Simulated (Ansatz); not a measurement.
# Ta3TlB, from a guessed structure to a relaxed one

Starting from a made-up structure for Ta3TlB, the aim is the relaxed cell, its shortest contacts and, where a second run follows, its electronic structure.

Calculated with Ansatz 0.2.0; DFT, PBEsol, plane-wave PAW, files of the set soft_1, scalar-relativistic, no spin, cell and ions relaxed at zero pressure; PAW set soft_1, in the first sound run; inputs show where later runs differ.

### 1. Set-up

The structure is cubic, space group Pm-3m (No. 221). The conventional cell has a = 4.351 Å, b = 4.351 Å, c = 4.351 Å, α = 90.00°, β = 90.00°, γ = 90.00°. Tl has 12 Ta at 3.08 Å nearest. Nearest to Ta lie 2 B at 2.18 Å and 8 Ta at 3.08 Å and 4 Tl at 3.08 Å. Nearest to B lie 6 Ta at 2.18 Å. Farther neighbours are not listed.

### 2. Relaxation of the guess

The guess takes its coordinates from another compound and its volume from a rule, so the cell and any free coordinates are relaxed together.

Contents of input.yaml:

```yaml
crystal:
  lattice:
    - [4.351, 0.0, 0.0]
    - [0.0, 4.351, 0.0]
    - [0.0, 0.0, 4.351]
  atoms:
    - { symbol: Tl, position: [0.0, 0.0, 0.0] }
    - { symbol: Ta, position: [0.5, 0.5, 0.0] }
    - { symbol: Ta, position: [0.0, 0.5, 0.5] }
    - { symbol: Ta, position: [0.5, 0.0, 0.5] }
    - { symbol: B, position: [0.5, 0.5, 0.5] }
kpoints:
  mp_grid: { grid: [6, 6, 6] }
scf:
  occupations: { method: fermi_dirac, width: 0.05 }
hamiltonian:
  xc: pbesol
  pseudopotentials: { kind: paw, azcp: { folder: soft_1 }, xc_functional: pbe }
relax:
  f_tol: 0.015
  max_steps: 70
  cell: {}
output:
  forces: true
  stress: true
```

On the command line:

```
$ ansatz run input.yaml --threads 4 --pin off --max-ram 8192MiB --backend cpu --events-out ev --progress --plain --runs-dir out
```

Numbers of over 12 decimals in the logs are rounded to 6 here.

Log:

```text
Engine: ansatz 0.2.0, x86_64-unknown-linux-gnu
Pseudopotentials: kind: paw
Pseudopotential: Tl, paw, valence charge 13, recommended cutoff 420 eV (normal), soft_1/Tl.paw.azcp
Pseudopotential: Ta, paw, valence charge 13, recommended cutoff 420 eV (normal), soft_1/Ta.paw.azcp
Pseudopotential: B, paw, valence charge 3, recommended cutoff 420 eV (normal), soft_1/B.paw.azcp
Functional definition: PBEsol
  exchange = pbesol_x
  correlation = pbesol_c
Crystal: 5 atoms, lattice volume = 82.370 Å³
Basis set: ecut = 420 eV, 1575 PW (Γ), exchange–correlation on 60×60×60 points (8 copies of the dense FFT grid, shifted against one another)
Bands: 33, of which v1, the nominal top of the filled ones, is band 28 counted from 1 (27 counted from 0)
Symmetry: 48 space group operations
Space group: Pm-3m (ITA 221), of the structure as read, at distance tolerance 4.4e-5 Å
k-points: 20 of 216
Non-local potential: Tl, projectors of the file, l = 0: 2, l = 1: 2, l = 2: 2, l = 3: 1
Non-local potential: Ta, projectors of the file, l = 0: 3, l = 1: 2, l = 2: 2, l = 3: 1
Non-local potential: B, projectors of the file, l = 0: 2, l = 1: 2, l = 2: 1
PAW form: soft (Blöchl's): semilocal exchange-correlation on the pseudo side does not see the compensation charge
PAW frozen core: Tl, regenerated for the run's functional, and the local potential with it (the file was generated under x = pbe(κ = 0.804, μ = 0.219515), c = pbe(β = 0.066725))
PAW frozen core: Ta, regenerated for the run's functional, and the local potential with it (the file was generated under x = pbe(κ = 0.804, μ = 0.219515), c = pbe(β = 0.066725))
PAW frozen core: B, regenerated for the run's functional, and the local potential with it (the file was generated under x = pbe(κ = 0.804, μ = 0.219515), c = pbe(β = 0.066725))
PAW one-centre angular grid: Tl, 590 points (default); XC on 64 Gauss nodes
PAW one-centre angular grid: Ta, 590 points (default); XC on 64 Gauss nodes
PAW one-centre angular grid: B, 110 points (default); XC on 64 Gauss nodes
Initial density: superposition of atomic densities (chi_scale 0.1, normalization cell, long waves kept (reshape's long-wave potential 0.00 eV rms))
Initial wavefunctions: pseudopotential atomic-orbital guess
Functional: x = pbesol(κ = 0.804, μ = 0.123457), c = pbesol(β = 0.046)
SCF iter   1: F=—  HF=-40875.797466 eV  |F-HF|=—  |Δ(HF+E_count)|=         —  Δρ=8.50e-2  dr2=1.43e1  ethr=3.10e-3  ⟨swp⟩=5.7  Hψ=2673  notcnv=0
preconditioner: auto → Kerker (q_TF=auto, 2.551 Å⁻¹)  [metal: Δε(μ)=0.018 eV  Ē_g=7.556 eV  σ=0.050 eV  W_gap=0.09  n_scr=26 (ndim 8)  ℏωp=22.8 eV  f_vac=0.000  D(μ)=5.97/eV (n_scr^D=80)]
SCF iter   2: F=—  HF=-40872.797382 eV  |F-HF|=—  |Δ(HF+E_count)|=    3.00e0  Δρ=3.92e-2  dr2=3.32e0  ethr=3.10e-3  ⟨swp⟩=2.2  Hψ=1242  notcnv=0  defer=2
SCF iter   3: F=—  HF=-40871.937294 eV  |F-HF|=—  |Δ(HF+E_count)|=   8.60e-1  Δρ=9.87e-3  dr2=1.42e-1  ethr=3.10e-3  ⟨swp⟩=2.1  Hψ=1132  notcnv=0  defer=2
SCF iter   4: F=—  HF=-40871.890332 eV  |F-HF|=—  |Δ(HF+E_count)|=   4.70e-2  Δρ=1.53e-3  dr2=3.05e-3  ethr=2.59e-4  ⟨swp⟩=2.1  Hψ=985  notcnv=0  defer=2
SCF iter   5: F=—  HF=-40871.889317 eV  |F-HF|=—  |Δ(HF+E_count)|=   1.02e-3  Δρ=3.39e-4  dr2=7.82e-5  ethr=5.54e-6  ⟨swp⟩=2.1  Hψ=996  notcnv=0  defer=2
SCF iter   6: F=—  HF=-40871.889346 eV  |F-HF|=—  |Δ(HF+E_count)|=   2.93e-5  Δρ=7.39e-5  dr2=2.79e-6  ethr=1.42e-7  ⟨swp⟩=2.0  Hψ=853  notcnv=0  defer=2
SCF iter   7: F=-40871.889346 eV  HF=-40871.889346 eV  |F-HF|=3.74e-8  |Δ(HF+E_count)|=   1.87e-7  Δρ=9.37e-6  dr2=7.26e-8  ethr=1.82e-10  ⟨swp⟩=3.4  Hψ=2707  notcnv=0
SCF 1 converged in 7 iterations: F = -40871.889346 eV  dr2 = 7.26e-8
  greatest PAW one-centre occupation: 0.999 electrons in one spin orbital (limit 2), on the Ta atom at site 2 (counted from 0), in its partial waves of l = 0
relax step   1: F+E_penalty+E_count = -40871.88934606 eV  Δ(F+E_penalty+E_count) = +0.000e0 eV  max|allowed force component| = 1.609e-29 eV/Å  Δτ_max = 0.0000 Å  P = +1.614 GPa  Ω = 82.370 Å³  (7 SCF iters, dr2 threshold 1.00e-7 eV, accepted)
Crystal: 5 atoms, lattice volume = 83.813 Å³
Basis set: ecut = 420 eV, 1647 PW (Γ), exchange–correlation on 60×60×60 points (8 copies of the dense FFT grid, shifted against one another)
Initial density: handed on by an earlier stage of this run
Initial wavefunctions: those handed on with the density
iter 1 solved again at ethr=2.80e-5 eV; its pass at ethr=3.10e-3 eV (dr2=1.54e-2 eV) is discarded
SCF iter   1: F=—  HF=-40871.892727 eV  |F-HF|=—  |Δ(HF+E_count)|=         —  Δρ=2.44e-3  dr2=1.56e-2  ethr=2.80e-5  ⟨swp⟩=1.0  Hψ=3495  notcnv=0
preconditioner: auto → Kerker (q_TF=auto, 2.543 Å⁻¹)  [metal: Δε(μ)=0.058 eV  Ē_g=7.772 eV  σ=0.050 eV  W_gap=0.28  n_scr=26 (ndim 8)  ℏωp=22.6 eV  f_vac=0.000  D(μ)=4.37/eV (n_scr^D=32)]
SCF iter   2: F=—  HF=-40871.890042 eV  |F-HF|=—  |Δ(HF+E_count)|=   2.68e-3  Δρ=1.33e-3  dr2=5.32e-3  ethr=2.80e-5  ⟨swp⟩=1.4  Hψ=676  notcnv=0
SCF iter   3: F=—  HF=-40871.888590 eV  |F-HF|=—  |Δ(HF+E_count)|=   1.45e-3  Δρ=2.21e-4  dr2=1.14e-4  ethr=9.68e-6  ⟨swp⟩=2.0  Hψ=869  notcnv=0
SCF iter   4: F=—  HF=-40871.888593 eV  |F-HF|=—  |Δ(HF+E_count)|=   2.86e-6  Δρ=5.18e-5  dr2=3.05e-6  ethr=2.07e-7  ⟨swp⟩=2.0  Hψ=862  notcnv=0
iter 5 did not close the SCF: its close was put off for the readings that it lacked (scf_convergence_deferred on its scf_iter line)
SCF iter   5: F=-40871.888592 eV  HF=-40871.888592 eV  |F-HF|=2.21e-9  |Δ(HF+E_count)|=   9.44e-7  Δρ=6.87e-6  dr2=2.35e-8  ethr=5.55e-9  ⟨swp⟩=2.0  Hψ=886  notcnv=0
SCF iter   6: F=-40871.888592 eV  HF=-40871.888592 eV  |F-HF|=5.02e-10  |Δ(HF+E_count)|=   5.47e-9  Δρ=1.63e-6  dr2=1.61e-9  ethr=4.27e-11  ⟨swp⟩=2.0  Hψ=1994  notcnv=0
SCF 2 converged in 6 iterations: F = -40871.888592 eV  dr2 = 1.61e-9
  greatest PAW one-centre occupation: 0.999 electrons in one spin orbital (limit 2), on the Ta atom at site 1 (counted from 0), in its partial waves of l = 0
relax step   2: F+E_penalty+E_count = -40871.88859194 eV  Δ(F+E_penalty+E_count) = +7.541e-4 eV  max|allowed force component| = 1.197e-29 eV/Å  Δτ_max = 0.0000 Å  P = -1.642 GPa  Ω = 83.813 Å³  energy of the carried Pulay correction = -4.083e-4 eV  (6 SCF iters, dr2 threshold 5.00e-7 eV, rejected (line search))
Crystal: 5 atoms, lattice volume = 83.079 Å³
iter 1 solved again at ethr=6.97e-6 eV; its pass at ethr=3.10e-3 eV (dr2=3.83e-3 eV) is discarded
SCF iter   1: F=—  HF=-40871.893644 eV  |F-HF|=—  |Δ(HF+E_count)|=         —  Δρ=1.22e-3  dr2=3.84e-3  ethr=6.97e-6  ⟨swp⟩=1.4  Hψ=2791  notcnv=0
preconditioner: auto → Kerker (q_TF=auto, 2.547 Å⁻¹)  [metal: Δε(μ)=0.058 eV  Ē_g=7.769 eV  σ=0.050 eV  W_gap=0.28  n_scr=26 (ndim 8)  ℏωp=22.7 eV  f_vac=0.000  D(μ)=4.50/eV (n_scr^D=32)]
SCF iter   2: F=—  HF=-40871.892980 eV  |F-HF|=—  |Δ(HF+E_count)|=   6.64e-4  Δρ=6.76e-4  dr2=1.34e-3  ethr=6.97e-6  ⟨swp⟩=1.4  Hψ=671  notcnv=0
SCF iter   3: F=—  HF=-40871.892615 eV  |F-HF|=—  |Δ(HF+E_count)|=   3.65e-4  Δρ=1.12e-4  dr2=2.56e-5  ethr=2.43e-6  ⟨swp⟩=2.0  Hψ=862  notcnv=0
SCF iter   4: F=—  HF=-40871.892636 eV  |F-HF|=—  |Δ(HF+E_count)|=   2.13e-5  Δρ=2.09e-5  dr2=5.06e-7  ethr=4.66e-8  ⟨swp⟩=2.0  Hψ=873  notcnv=0
SCF iter   5: F=—  HF=-40871.892642 eV  |F-HF|=—  |Δ(HF+E_count)|=   6.45e-6  Δρ=3.30e-6  dr2=5.95e-9  ethr=9.21e-10  ⟨swp⟩=2.1  Hψ=944  notcnv=0
SCF iter   6: F=—  HF=-40871.892642 eV  |F-HF|=—  |Δ(HF+E_count)|=  6.26e-10  Δρ=6.06e-7  dr2=1.92e-10  ethr=1.08e-11  ⟨swp⟩=2.6  Hψ=1191  notcnv=0
SCF iter   7: F=-40871.892642 eV  HF=-40871.892642 eV  |F-HF|=7.28e-12  |Δ(HF+E_count)|=    0.00e0  Δρ=8.00e-8  dr2=4.36e-12  ethr=1.00e-12  ⟨swp⟩=4.0  Hψ=2170  notcnv=0
SCF 3 converged in 7 iterations: F = -40871.892642 eV  dr2 = 4.36e-12
relax step   3: F+E_penalty+E_count = -40871.89264233 eV  Δ(F+E_penalty+E_count) = -3.296e-3 eV  max|allowed force component| = 1.225e-29 eV/Å  Δτ_max = 0.0000 Å  P = -0.022 GPa  Ω = 83.079 Å³  energy of the carried Pulay correction = -2.015e-4 eV  (7 SCF iters, accepted)
Initial wavefunctions: pseudopotential atomic-orbital guess (no wavefunctions were taken with the density)
iter 1 solved again at ethr=7.63e-9 eV; its pass at ethr=3.10e-3 eV (dr2=4.20e-6 eV) is discarded
SCF iter   1: F=—  HF=-40871.892787 eV  |F-HF|=—  |Δ(HF+E_count)|=         —  Δρ=6.53e-5  dr2=8.72e-8  ethr=7.63e-9  ⟨swp⟩=3.6  Hψ=4688  notcnv=0
preconditioner: auto → Kerker (q_TF=auto, 2.547 Å⁻¹)  [metal: Δε(μ)=0.062 eV  Ē_g=7.784 eV  σ=0.050 eV  W_gap=0.30  n_scr=26 (ndim 8)  ℏωp=22.7 eV  f_vac=0.000  D(μ)=4.43/eV (n_scr^D=32)]
SCF iter   2: F=—  HF=-40871.892821 eV  |F-HF|=—  |Δ(HF+E_count)|=   3.31e-5  Δρ=3.32e-5  dr2=2.28e-8  ethr=1.58e-10  ⟨swp⟩=2.0  Hψ=984  notcnv=0
iter 3 did not close the SCF: its close was put off for the readings that it lacked (scf_convergence_deferred on its scf_iter line)
SCF iter   3: F=-40871.892821 eV  HF=-40871.892821 eV  |F-HF|=0.00e0  |Δ(HF+E_count)|=   8.46e-8  Δρ=4.01e-7  dr2=4.90e-11  ethr=4.14e-11  ⟨swp⟩=1.0  Hψ=660  notcnv=0
iter 4 did not close the SCF: its close was put off for the readings that it lacked (scf_convergence_deferred on its scf_iter line)
SCF iter   4: F=-40871.892821 eV  HF=-40871.892821 eV  |F-HF|=0.00e0  |Δ(HF+E_count)|=    0.00e0  Δρ=1.22e-7  dr2=4.71e-12  ethr=1.00e-12  ⟨swp⟩=1.3  Hψ=669  notcnv=0
iter 5 did not close the SCF: its close was put off for the readings that it lacked (scf_convergence_deferred on its scf_iter line)
SCF iter   5: F=-40871.892821 eV  HF=-40871.892821 eV  |F-HF|=1.46e-11  |Δ(HF+E_count)|=    0.00e0  Δρ=3.11e-8  dr2=8.51e-13  ethr=1.00e-12  ⟨swp⟩=1.0  Hψ=660  notcnv=0
iter 6 did not close the SCF: its close was put off for the readings that it lacked (scf_convergence_deferred on its scf_iter line)
SCF iter   6: F=-40871.892821 eV  HF=-40871.892821 eV  |F-HF|=1.46e-11  |Δ(HF+E_count)|=  7.28e-12  Δρ=7.22e-9  dr2=2.67e-14  ethr=1.00e-12  ⟨swp⟩=1.0  Hψ=660  notcnv=0
SCF iter   7: F=-40871.892821 eV  HF=-40871.892821 eV  |F-HF|=1.46e-11  |Δ(HF+E_count)|=  2.91e-11  Δρ=2.36e-9  dr2=4.58e-15  ethr=1.00e-12  ⟨swp⟩=1.9  Hψ=1492  notcnv=0
SCF 4 converged in 7 iterations: F = -40871.892821 eV  dr2 = 4.58e-15
  greatest PAW one-centre occupation: 0.999 electrons in one spin orbital (limit 2), on the Ta atom at site 3 (counted from 0), in its partial waves of l = 0
relax step   4: F+E_penalty+E_count = -40871.89282063 eV  Δ(F+E_penalty+E_count) = -1.783e-4 eV  max|allowed force component| = 6.138e-30 eV/Å  Δτ_max = 0.0000 Å  P = -0.021 GPa  Ω = 83.079 Å³  stress off target by 2.07e-2 GPa  SCF on the basis re-selected at this cell (its energy is not comparable with the rows above)  (7 SCF iters)
basis re-selected at this cell: Δ(F+E_penalty+E_count) = -1.783e-4 eV, ΔP = +0.002 GPa vs the last step (what re-selecting the basis moved, of the pressure what is left beyond the Pulay correction that the steps carried, after the strain that the cell walked since its last selection, with what the two solves' SCF thresholds leave and, on support functions, any second-order correction that the steps lacked; it is no m [...]
SCF converged after 7 iterations
Free energy (F): -40871.892821 eV
Harris-Foulkes:  -40871.892821 eV  (|F-HF|=1.46e-11)
Internal energy: -40871.856714 eV  (E = F + TS)
E sigma→0 (E₀):  -40871.874767 eV
Entropy (-TS):   -0.036107 eV (-7.221 meV/atom)
Fermi energy:    17.284791 eV
--- Per-component energies (eV) ---
  E_band       = -280.224587
  E_kinetic    = 1501.627991
  E_local      = -2429.522588  (includes V_loc(G=0)·N_el)
  E_nonlocal   = 297.741185
  E_hartree    = 887.448326
  E_xc         = -1173.224738
  E_vxc        = -862.742726  (∫ρ·V_xc dr)
  E_paw        = -34660.192312  (= ΣΔE_a)
  E_vpaw       = -562.225344  (= ΣTr[D̂ρ^β])
  E_aug_tail   = 0.000243  (compensation charges beyond the density's cutoff)
  E_ewald      = -5296.429003
  E_core_change = 0.694182  (= ΣΔE_core)
  E_smearing   = -0.036107  (= −TS)
  E_closure    = 0.000000  (closes the sum)
  Σ components = -40871.892821   (vs F -40871.892821, Δ=0.00e0)
--- Forces (eV/Å), atoms counted from 1 ---
  atom   1  Tl     0.00000000    -0.00000000     0.00000000
  atom   2  Ta    -0.00000000     0.00000000     0.00000000
  atom   3  Ta    -0.00000000    -0.00000000     0.00000000
  atom   4  Ta    -0.00000000     0.00000000     0.00000000
  atom   5  B     -0.00000000    -0.00000000     0.00000000
  max |Σ_I F_I| component: 2.19e-29 eV/Å
--- Stress (GPa, compression-positive) ---
       -0.020704       0.000000      -0.000000
        0.000000      -0.020704      -0.000000
       -0.000000      -0.000000      -0.020704
  P = ⅓ Tr σ = -0.0207 GPa (-0.207 kbar)
--- Relaxed structure (3 steps of the walk, 2 accepted, 1 SCFs on fresh bases) ---
  F+E_penalty+E_count = -40871.89282063 eV   max|allowed force component| = 6.138e-30 eV/Å   (the final SCF, on the basis selected at the relaxed cell)
  cell:  # Å, volume = 83.0790 Å³
    - [4.363454, 0, 0]
    - [0.0, 4.363454, 0.0]
    - [0.0, 0.0, 4.363454]
  atoms:
    - { symbol: Tl, position: [0, 0, 0] }
    - { symbol: Ta, position: [0.5, 0.5, 0] }
    - { symbol: Ta, position: [0, 0.5, 0.5] }
    - { symbol: Ta, position: [0.5, 0, 0.5] }
    - { symbol: B, position: [0.5, 0.5, 0.5] }
```

Elapsed: 3.5 s, on 4 threads of AMD EPYC 7B13 (Zen 3), shared host; peak memory 0.49 GiB; 11 s of CPU time.

Relaxation path:

```tsv
step	energy less that of the first step (eV)	largest force component (eV/Å)	pressure (GPa)	volume (Å³)
1	0.0000	0.0000	1.61	82.37
2	0.0008	0.0000	-1.64	83.81
3	-0.0033	0.0000	-0.02	83.08
4*	-0.0035	0.0000	-0.02	83.08
```

Relaxation steps marked * repeat the geometry before them on a plane-wave basis chosen anew for their cell, so energy and pressure can jump there. Relaxation step 2 was tried and not accepted.

Forces are held to the 48 operations that the run works with; a distortion that breaks them can't arise in this run.

```tsv
conventional cell, symmetrised	before	after	change
a (Å)	4.351	4.363	+0.3 %
b (Å)	4.351	4.363	+0.3 %
c (Å)	4.351	4.363	+0.3 %
volume (Å³/atom)	16.47	16.62	+0.9 %
```

This step gave:

| Quantity | Value |
| --- | --- |
| free energy | -40871.8928 eV |
| energy at zero smearing | -40871.8748 eV |
| smearing term TS | 0.03611 eV |
| Fermi energy | 17.28 eV |
| electrons | 55 |
| symmetry operations | 48 |
| pressure | -0.02070 GPa |

Shortest distances by pair of elements, guess and relaxed (not always the same contact):

```tsv
pair	guess (Å)	relaxed (Å)
B–Ta	2.175	2.182
Ta–Tl	3.077	3.085
Ta–Ta	3.077	3.085
B–Tl	3.768	3.779
Tl–Tl	4.351	4.363
```

The relaxation ends with a pressure of -0.02 GPa.

(Part 1 of 2 ends here.)

[Logs are printed without paths, hosts, clocks, repeated set-up lines and the standing remarks that a program may print on its own settings, such as how far it seeks lower states.]

[Hosts, paths, dates, database ids (printed as entryN), source tags and the programs' standing remarks are cut or masked in the printed files.]
